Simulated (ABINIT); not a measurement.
# MgS (Niningerite): G0W0 in ABINIT against the wavefunction cutoff in GW

Wanted: the cheapest wavefunction cutoff in GW that holds the gap of MgS (Niningerite).

Calculated with ABINIT 10.8.3; LDA and many-body steps on it, plane waves.

**1. The structure**

The structure is cubic, space group Fm-3m (No. 225). The conventional cell has a = 5.203 Å, b = 5.203 Å, c = 5.203 Å, α = 90.00°, β = 90.00°, γ = 90.00°. Mg has 6 S at 2.60 Å nearest. Nearest to S lie 6 Mg at 2.60 Å. Farther neighbours and most contacts between anions are not listed.

Coordinates:

```cif
data_structure
_symmetry_space_group_name_H-M 'Fm-3m'
_symmetry_Int_Tables_number 225
_cell_length_a 5.2033
_cell_length_b 5.2033
_cell_length_c 5.2033
_cell_angle_alpha 90.000
_cell_angle_beta 90.000
_cell_angle_gamma 90.000
_cell_volume 140.88
loop_
_atom_site_label
_atom_site_type_symbol
_atom_site_symmetry_multiplicity
_atom_site_Wyckoff_symbol
_atom_site_fract_x
_atom_site_fract_y
_atom_site_fract_z
_atom_site_occupancy
Mg1 Mg 4 a 0.00000 0.00000 0.00000 1
S1 S 4 b 0.50000 0.00000 0.00000 1
```

The cell and positions come from the Crystallography Open Database and are kept as given unless a step says otherwise.

**2. Screening, 4×4×4 mesh, 34 bands, screening to 130.6 eV**

This step: ABINIT 10.8.3; RPA screening on LDA, plane waves, norm-conserving pseudopotentials.

The RPA dielectric matrix is built and inverted for each q.

File run.abi:

```
acell 3*1.0 Angstrom
rprim 
  0.000000000000 2.601650000000 2.601650000000
  2.601650000000 0.000000000000 2.601650000000
  2.601650000000 2.601650000000 0.000000000000
ntypat 2
znucl 12 16
natom 2
typat 1 2
xred 
  0.000000000000 0.000000000000 0.000000000000
  0.500000000000 0.500000000000 0.500000000000
pp_dirpath "pseudos"
pseudos "Mg.upf, S.upf"
ecut 38
ngkpt 4 4 4
nshiftk 1
shiftk 0 0 0
kptopt 1
chksymbreak 0
istwfk *1
occopt 1
irdwfk 1
optdriver 3
nband 34
ecuteps 4.8
inclvkb 2
awtr 1
symchi 1
ecutwfn 11.4
indata_prefix "in"
outdata_prefix "out"
tmpdata_prefix "tmp"
```

Started as:

```bash
> OMP_NUM_THREADS=1 mpirun -n 4 abinit run.abi > log
```

What it wrote:

```text
.Version 10.8.3 of ABINIT. v10.8.2 released Aug 2026.

 Symmetries : space group Fm -3 m (#225); Bravais cF (face-center cubic)
[... echo of the input left out ...]
== DATASET  1 ==================================================================
-   mpi_nproc: 4, omp_nthreads: 1 (-1 if OMP is not activated)

--- !DatasetInfo
iteration_state: {dtset: 1, }
dimensions: {natom: 2, nkpt: 8, mband: 34, nsppol: 1, nspinor: 1, nspden: 1, mpw: 444, }
cutoff_energies: {ecut:  11.4, pawecutdg:  -1.0, }
electrons: {nelect:   1.60000000E+01, charge:   0.00000000E+00, occopt:   1.00000000E+00, tsmear:   1.00000000E-02, }

 SCREENING: Calculation of the susceptibility and dielectric matrices

 Based on a program developped by R.W. Godby, V. Olevano, G. Onida, and L. Reining.
 Incorporated in ABINIT by V. Olevano, G.-M. Rignanese, and M. Torrent.
.Using double precision arithmetic ; gwpc =  8

[... cell and pseudopotentials left out ...]
--------------------------------------------------------------------------------

 ==== K-mesh for the wavefunctions ====
 Number of points in the irreducible wedge :     8
[... list of points left out ...]
 Together with 48 symmetry operations and time-reversal symmetry
 yields    64 points in the full Brillouin Zone.

 ==== Q-mesh for the screening function ====
 Number of points in the irreducible wedge :     8
[... list of points left out ...]
 Together with 48 symmetry operations and time-reversal symmetry
 yields    64 points in the full Brillouin Zone.

 setmesh: FFT mesh size selected  =    18x   18x   18
          total number of points  =         5832

 vcoul_init : cutoff-mode = AUXILIARY_FUNCTION
 q-points for optical limit:   1
     1)      0.000010    0.000020    0.000030

- screening: taking advantage of time-reversal symmetry
- Maximum band index for partially occupied states nbvw = 8
- Remaining bands to be divided among processors   nbcw = 26
- Number of bands treated by each node ~6

 Number of electrons calculated from density =   15.5705; Expected =   16.0000
 average of density, n =  0.065513
 r_s =    1.5388
 omega_plasma =   24.6900 [eV]

 calculating chi0 at frequencies [eV] :
  1    0.000000E+00    0.000000E+00
  2    0.000000E+00    2.468995E+01

--------------------------------------------------------------------------------
  q-point number  1        q = ( 0.000000, 0.000000, 0.000000) [r.l.u.]
--------------------------------------------------------------------------------
[... chi0 elements left out ...]
 For q-point:  0.000010 0.000020 0.000030
  dielectric constant =   6.6062
  dielectric constant without local fields =   7.6194

  Average fulfillment of the sum rule on Im[epsilon] for q-point    1 :     37.09  [%]
[... wings left out ...]
  q-point number  2        q = ( 0.250000, 0.000000, 0.000000) [r.l.u.]
--------------------------------------------------------------------------------
[... chi0 elements left out ...]
  Average fulfillment of the sum rule on Im[epsilon] for q-point    2 :     54.22  [%]

 [... 6 further q-points ...]
```

Elapsed: 6.7 s, on 4 MPI ranks of Arm Neoverse N1, shared host; peak memory 0.28 GiB; 20 s of CPU time.

This step gave:

```yaml
eps_infinity_with_local_fields_on_this_mesh_along_the_program_s_q_direction: 6.606
the_same_without_local_fields: 7.619
plasma_frequency: 24.69 eV
plane_waves_in_the_screening_matrix: 113
```

Local fields lower ε∞ by 13 %. On a Γ-centred mesh this coarse the value itself is usually too large, while a short band sum pulls it down.

**3. 11.4 Ha**

This step: G0W0 on LDA, plane waves, norm-conserving pseudopotentials.

Edit run.abi of step 2 so:

```diff
@@ -23,8 +23,17 @@
 irdwfk 1
-optdriver 3
+optdriver 4
 nband 34
+gwcalctyp 0
+ecutsigx 11.4
+symsigma 1
+nkptgw 2
+kptgw 
+  0.0000000000 0.0000000000 0.0000000000
+  0.5000000000 0.5000000000 0.0000000000
+bdgw 
+  6 12
+  7 10
 ecuteps 4.8
-inclvkb 2
-awtr 1
-symchi 1
+irdscr 1
+ppmodel 1
 ecutwfn 11.4
```

What it wrote:

```text
.Version 10.8.3 of ABINIT. v10.8.2 released Aug 2026.

 Symmetries : space group Fm -3 m (#225); Bravais cF (face-center cubic)
[... echo of the input left out ...]
== DATASET  1 ==================================================================
-   mpi_nproc: 4, omp_nthreads: 1 (-1 if OMP is not activated)

--- !DatasetInfo
iteration_state: {dtset: 1, }
dimensions: {natom: 2, nkpt: 8, mband: 34, nsppol: 1, nspinor: 1, nspden: 1, mpw: 444, }
cutoff_energies: {ecut:  11.4, pawecutdg:  -1.0, }
electrons: {nelect:   1.60000000E+01, charge:   0.00000000E+00, occopt:   1.00000000E+00, tsmear:   1.00000000E-02, }

 SIGMA: Calculation of the GW corrections

 Based on a program developped by R.W. Godby, V. Olevano, G. Onida, and L. Reining.
 Incorporated in ABINIT by V. Olevano, G.-M. Rignanese, and M. Torrent.
.Using double precision arithmetic ; gwpc =  8

[... cell and pseudopotentials left out ...]
--------------------------------------------------------------------------------

 ==== K-mesh for the wavefunctions ====
 Number of points in the irreducible wedge :     8
[... list of points left out ...]
 Together with 48 symmetry operations and time-reversal symmetry
 yields    64 points in the full Brillouin Zone.

 ==== Q-mesh for screening function ====
 Number of points in the irreducible wedge :     8
[... list of points left out ...]
 Together with 48 symmetry operations and time-reversal symmetry
 yields    64 points in the full Brillouin Zone.

 vcoul_init : cutoff-mode = AUXILIARY_FUNCTION
 q-points for optical limit:   1
     1)      0.000010    0.000020    0.000030
 setmesh: FFT mesh size selected  =    24x   24x   24
          total number of points  =        13824

 Number of electrons calculated from density =   15.5705; Expected =   16.0000
 average of density, n =  0.065513
 r_s =    1.5388
 omega_plasma =   24.6900 [eV]

 === KS Band Gaps ===
  >>>> For spin  1
   Minimum direct gap =   3.4763 [eV], located at k-point      :   0.0000  0.0000  0.0000
   Fundamental gap    =   2.5588 [eV], Top of valence bands at :   0.0000  0.0000  0.0000
                                       Bottom of conduction at :   0.5000  0.5000  0.0000
 SIGMA fundamental parameters:
 PLASMON POLE MODEL  1
 number of plane-waves for SigmaX                  411
 number of plane-waves for SigmaC and W            113
 number of plane-waves for wavefunctions           411
 number of bands                                    34
 number of independent spin polarizations            1
 number of spinorial components                      1
 number of k-points in IBZ                           8
 number of q-points in IBZ                           8
 number of symmetry operations                      48
 number of k-points in BZ                           64
 number of q-points in BZ                           64
 number of frequencies for dSigma/dE                 9
 frequency step for dSigma/dE [eV]                0.25
 number of omega for Sigma on real axis              0
 max omega for Sigma on real axis  [eV]           0.00
 zcut for avoiding poles [eV]                     0.10

 EPSILON^-1 parameters (SCR file):
 dimension of the eps^-1 matrix on file            113
 dimension of the eps^-1 matrix used               113
 number of plane-waves for wavefunctions           411
 number of bands                                    34
 number of q-points in IBZ                           8
 number of frequencies                               2
 number of real frequencies                          1
 number of imag frequencies                          1

 matrix elements of self-energy operator (all in [eV])

 Perturbative Calculation

--- !SelfEnergy_ee
iteration_state: {dtset: 1, }
kpoint     : [   0.000,    0.000,    0.000, ]
spin       : 1
KS_gap     :    3.476
QP_gap     :    5.214
Delta_QP_KS:    1.738
data: !SigmaeeData |
     Band     E0 <VxcDFT>   SigX SigC(E0)      Z dSigC/dE  Sig(E)    E-E0       E
        6   4.124 -13.205 -16.275   2.323   0.784  -0.275 -13.791  -0.586   3.538
        7   4.124 -13.205 -16.275   2.323   0.784  -0.275 -13.791  -0.586   3.538
        8   4.124 -13.205 -16.275   2.323   0.784  -0.275 -13.791  -0.586   3.538
        9   7.600 -11.158  -6.078  -3.660   0.811  -0.233 -10.006   1.152   8.753
       10  11.957  -9.809  -4.440  -3.905   0.814  -0.229  -8.618   1.191  13.148
       11  11.957  -9.809  -4.440  -3.905   0.814  -0.229  -8.618   1.191  13.148
       12  11.957  -9.809  -4.440  -3.905   0.814  -0.229  -8.618   1.191  13.148

--- !SelfEnergy_ee
iteration_state: {dtset: 1, }
kpoint     : [   0.500,    0.500,    0.000, ]
spin       : 1
KS_gap     :    4.261
QP_gap     :    6.257
Delta_QP_KS:    1.996
data: !SigmaeeData |
     Band     E0 <VxcDFT>   SigX SigC(E0)      Z dSigC/dE  Sig(E)    E-E0       E
        7   2.422 -12.317 -15.836   2.663   0.779  -0.284 -12.983  -0.667   1.755
        8   2.422 -12.317 -15.836   2.663   0.779  -0.284 -12.983  -0.667   1.755
        9   6.683 -10.573  -5.671  -3.279   0.819  -0.221  -9.244   1.329   8.012
       10   8.392  -9.010  -4.412  -3.459   0.823  -0.215  -8.073   0.937   9.328

== END DATASET(S) ==============================================================
================================================================================

 -outvars: echo values of variables after computation  --------
           etotal      0.0000000000E+00
            nband          34
             nkpt           8
          spgroup         225
 [... the other variables as echoed above ...]

 Calculation completed.
```

Elapsed: 5.9 s, on 4 MPI ranks; peak memory 0.21 GiB.

This step gave:

```
G0W0 gap on the points computed              : 4.474 eV
starting gap on the mesh                     : 2.559 eV
k of the valence top                         : 0, 0, 0
k of the conduction bottom                   : 0.5, 0.5, 0
Z at the valence top                         : 0.784
Z at the conduction bottom                   : 0.819
least direct G0W0 gap on the computed points : 5.215 eV
```

**4. Screening, 4×4×4 mesh, 34 bands, screening to 130.6 eV**

This step: RPA screening on LDA, plane waves, norm-conserving pseudopotentials.

Edit run.abi of step 3 so:

```diff
@@ -23,18 +23,9 @@
 irdwfk 1
-optdriver 4
+optdriver 3
 nband 34
-gwcalctyp 0
-ecutsigx 11.4
-symsigma 1
-nkptgw 2
-kptgw 
-  0.0000000000 0.0000000000 0.0000000000
-  0.5000000000 0.5000000000 0.0000000000
-bdgw 
-  6 12
-  7 10
 ecuteps 4.8
-irdscr 1
-ppmodel 1
-ecutwfn 11.4
+inclvkb 2
+awtr 1
+symchi 1
+ecutwfn 19
 indata_prefix "in"
```

What it wrote:

```text
.Version 10.8.3 of ABINIT. v10.8.2 released Aug 2026.

 Symmetries : space group Fm -3 m (#225); Bravais cF (face-center cubic)
[... echo of the input left out ...]
== DATASET  1 ==================================================================
-   mpi_nproc: 4, omp_nthreads: 1 (-1 if OMP is not activated)

--- !DatasetInfo
iteration_state: {dtset: 1, }
dimensions: {natom: 2, nkpt: 8, mband: 34, nsppol: 1, nspinor: 1, nspden: 1, mpw: 960, }
cutoff_energies: {ecut:  19.0, pawecutdg:  -1.0, }
electrons: {nelect:   1.60000000E+01, charge:   0.00000000E+00, occopt:   1.00000000E+00, tsmear:   1.00000000E-02, }

 SCREENING: Calculation of the susceptibility and dielectric matrices

 Based on a program developped by R.W. Godby, V. Olevano, G. Onida, and L. Reining.
 Incorporated in ABINIT by V. Olevano, G.-M. Rignanese, and M. Torrent.
.Using double precision arithmetic ; gwpc =  8

[... cell and pseudopotentials left out ...]
--------------------------------------------------------------------------------

 ==== K-mesh for the wavefunctions ====
 Number of points in the irreducible wedge :     8
[... list of points left out ...]
 Together with 48 symmetry operations and time-reversal symmetry
 yields    64 points in the full Brillouin Zone.

 ==== Q-mesh for the screening function ====
 Number of points in the irreducible wedge :     8
[... list of points left out ...]
 Together with 48 symmetry operations and time-reversal symmetry
 yields    64 points in the full Brillouin Zone.

 setmesh: FFT mesh size selected  =    20x   20x   20
          total number of points  =         8000

 vcoul_init : cutoff-mode = AUXILIARY_FUNCTION
 q-points for optical limit:   1
     1)      0.000010    0.000020    0.000030

- screening: taking advantage of time-reversal symmetry
- Maximum band index for partially occupied states nbvw = 8
- Remaining bands to be divided among processors   nbcw = 26
- Number of bands treated by each node ~6

 Number of electrons calculated from density =   15.9562; Expected =   16.0000
 average of density, n =  0.067136
 r_s =    1.5263
 omega_plasma =   24.9939 [eV]

 calculating chi0 at frequencies [eV] :
  1    0.000000E+00    0.000000E+00
  2    0.000000E+00    2.499388E+01

--------------------------------------------------------------------------------
  q-point number  1        q = ( 0.000000, 0.000000, 0.000000) [r.l.u.]
--------------------------------------------------------------------------------
[... chi0 elements left out ...]
 For q-point:  0.000010 0.000020 0.000030
  dielectric constant =   6.5577
  dielectric constant without local fields =   7.5582

  Average fulfillment of the sum rule on Im[epsilon] for q-point    1 :     36.98  [%]
[... wings left out ...]
  q-point number  2        q = ( 0.250000, 0.000000, 0.000000) [r.l.u.]
--------------------------------------------------------------------------------
[... chi0 elements left out ...]
  Average fulfillment of the sum rule on Im[epsilon] for q-point    2 :     50.49  [%]

 [... 6 further q-points ...]
```

The job ended after 7.4 s (4 MPI ranks; peak memory 0.31 GiB; 22 s of CPU time).

This step gave:

```
ε∞ with local fields, on this mesh, along the program's q direction : 6.558
the same without local fields                                       : 7.558
plasma frequency                                                    : 24.99 eV
plane waves in the screening matrix                                 : 113
```

**5. 19 Ha**

The self-energy is evaluated for the states that the input lists, and the levels follow from it, in one-shot runs by the linearised quasiparticle equation.

This step: G0W0 on LDA, plane waves, norm-conserving pseudopotentials.

Edit run.abi of step 4 so:

```diff
@@ -23,8 +23,17 @@
 irdwfk 1
-optdriver 3
+optdriver 4
 nband 34
+gwcalctyp 0
+ecutsigx 19
+symsigma 1
+nkptgw 2
+kptgw 
+  0.0000000000 0.0000000000 0.0000000000
+  0.5000000000 0.5000000000 0.0000000000
+bdgw 
+  6 12
+  7 10
 ecuteps 4.8
-inclvkb 2
-awtr 1
-symchi 1
+irdscr 1
+ppmodel 1
 ecutwfn 19
```

What it wrote:

```text
.Version 10.8.3 of ABINIT. v10.8.2 released Aug 2026.

 Symmetries : space group Fm -3 m (#225); Bravais cF (face-center cubic)
[... echo of the input left out ...]
== DATASET  1 ==================================================================
-   mpi_nproc: 4, omp_nthreads: 1 (-1 if OMP is not activated)

--- !DatasetInfo
iteration_state: {dtset: 1, }
dimensions: {natom: 2, nkpt: 8, mband: 34, nsppol: 1, nspinor: 1, nspden: 1, mpw: 960, }
cutoff_energies: {ecut:  19.0, pawecutdg:  -1.0, }
electrons: {nelect:   1.60000000E+01, charge:   0.00000000E+00, occopt:   1.00000000E+00, tsmear:   1.00000000E-02, }

 SIGMA: Calculation of the GW corrections

 Based on a program developped by R.W. Godby, V. Olevano, G. Onida, and L. Reining.
 Incorporated in ABINIT by V. Olevano, G.-M. Rignanese, and M. Torrent.
.Using double precision arithmetic ; gwpc =  8

[... cell and pseudopotentials left out ...]
--------------------------------------------------------------------------------

 ==== K-mesh for the wavefunctions ====
 Number of points in the irreducible wedge :     8
[... list of points left out ...]
 Together with 48 symmetry operations and time-reversal symmetry
 yields    64 points in the full Brillouin Zone.

 ==== Q-mesh for screening function ====
 Number of points in the irreducible wedge :     8
[... list of points left out ...]
 Together with 48 symmetry operations and time-reversal symmetry
 yields    64 points in the full Brillouin Zone.

 vcoul_init : cutoff-mode = AUXILIARY_FUNCTION
 q-points for optical limit:   1
     1)      0.000010    0.000020    0.000030
 setmesh: FFT mesh size selected  =    27x   27x   27
          total number of points  =        19683

 Number of electrons calculated from density =   15.9562; Expected =   16.0000
[...]
number of omega for Sigma on real axis              0
 max omega for Sigma on real axis  [eV]           0.00
 zcut for avoiding poles [eV]                     0.10

 EPSILON^-1 parameters (SCR file):
 dimension of the eps^-1 matrix on file            113
 dimension of the eps^-1 matrix used               113
 number of plane-waves for wavefunctions           941
 number of bands                                    34
 number of q-points in IBZ                           8
 number of frequencies                               2
 number of real frequencies                          1
 number of imag frequencies                          1

 matrix elements of self-energy operator (all in [eV])

 Perturbative Calculation

--- !SelfEnergy_ee
iteration_state: {dtset: 1, }
kpoint     : [   0.000,    0.000,    0.000, ]
spin       : 1
KS_gap     :    3.476
QP_gap     :    5.129
Delta_QP_KS:    1.652
data: !SigmaeeData |
     Band     E0 <VxcDFT>   SigX SigC(E0)      Z dSigC/dE  Sig(E)    E-E0       E
        6   4.124 -13.272 -16.357   2.320   0.784  -0.275 -13.872  -0.600   3.524
        7   4.124 -13.272 -16.357   2.320   0.784  -0.275 -13.872  -0.600   3.524
        8   4.124 -13.272 -16.357   2.320   0.784  -0.275 -13.872  -0.600   3.524
[...]
--- !SelfEnergy_ee
iteration_state: {dtset: 1, }
kpoint     : [   0.500,    0.500,    0.000, ]
spin       : 1
KS_gap     :    4.261
QP_gap     :    6.132
Delta_QP_KS:    1.871
data: !SigmaeeData |
     Band     E0 <VxcDFT>   SigX SigC(E0)      Z dSigC/dE  Sig(E)    E-E0       E
[...]
9   6.683 -10.811  -6.073  -3.296   0.818  -0.222  -9.631   1.180   7.863
       10   8.392  -8.967  -4.414  -3.462   0.823  -0.216  -8.069   0.898   9.290

== END DATASET(S) ==============================================================
================================================================================

 -outvars: echo values of variables after computation  --------
           etotal      0.0000000000E+00
            nband          34
             nkpt           8
          spgroup         225
 [... the other variables as echoed above ...]

 Calculation completed.
```

The job ended after 5.8 s (4 MPI ranks; peak memory 0.23 GiB; 14 s of CPU time).

This step gave:

```
G0W0 gap on the points computed              : 4.339 eV
starting gap on the mesh                     : 2.559 eV
k of the valence top                         : 0, 0, 0
k of the conduction bottom                   : 0.5, 0.5, 0
Z at the valence top                         : 0.784
Z at the conduction bottom                   : 0.818
least direct G0W0 gap on the computed points : 5.129 eV
```

The gap on the mesh goes from 2.56 eV to 4.34 eV, a correction of +1.78 eV.

[end of part 1 of 2]

[Paths, hosts, dates, memory and timing lines, banners, echoed tables and standing remarks are left out of the program output.]

[Logs are printed without paths, hosts, clocks, repeated set-up lines and the standing remarks that a program may print on its own settings, such as how far it seeks lower states.]

[Runs of the session that timed out or met a known fault of the program may be left out.]

[Hosts, paths, dates, database ids (printed as entryN), source tags and the programs' standing remarks are cut or masked in the printed files.]

[G0W0 gaps are taken among the corrected bands and points alone; a level outside them can change the order at an edge.]

[Where Ansatz stands beside ABINIT at settings called matched, ABINIT's density can come from a denser mesh and the files from another edition; pairs whose starting gaps differed by over 0.03 eV were left out, so agreement reads better than it is.]
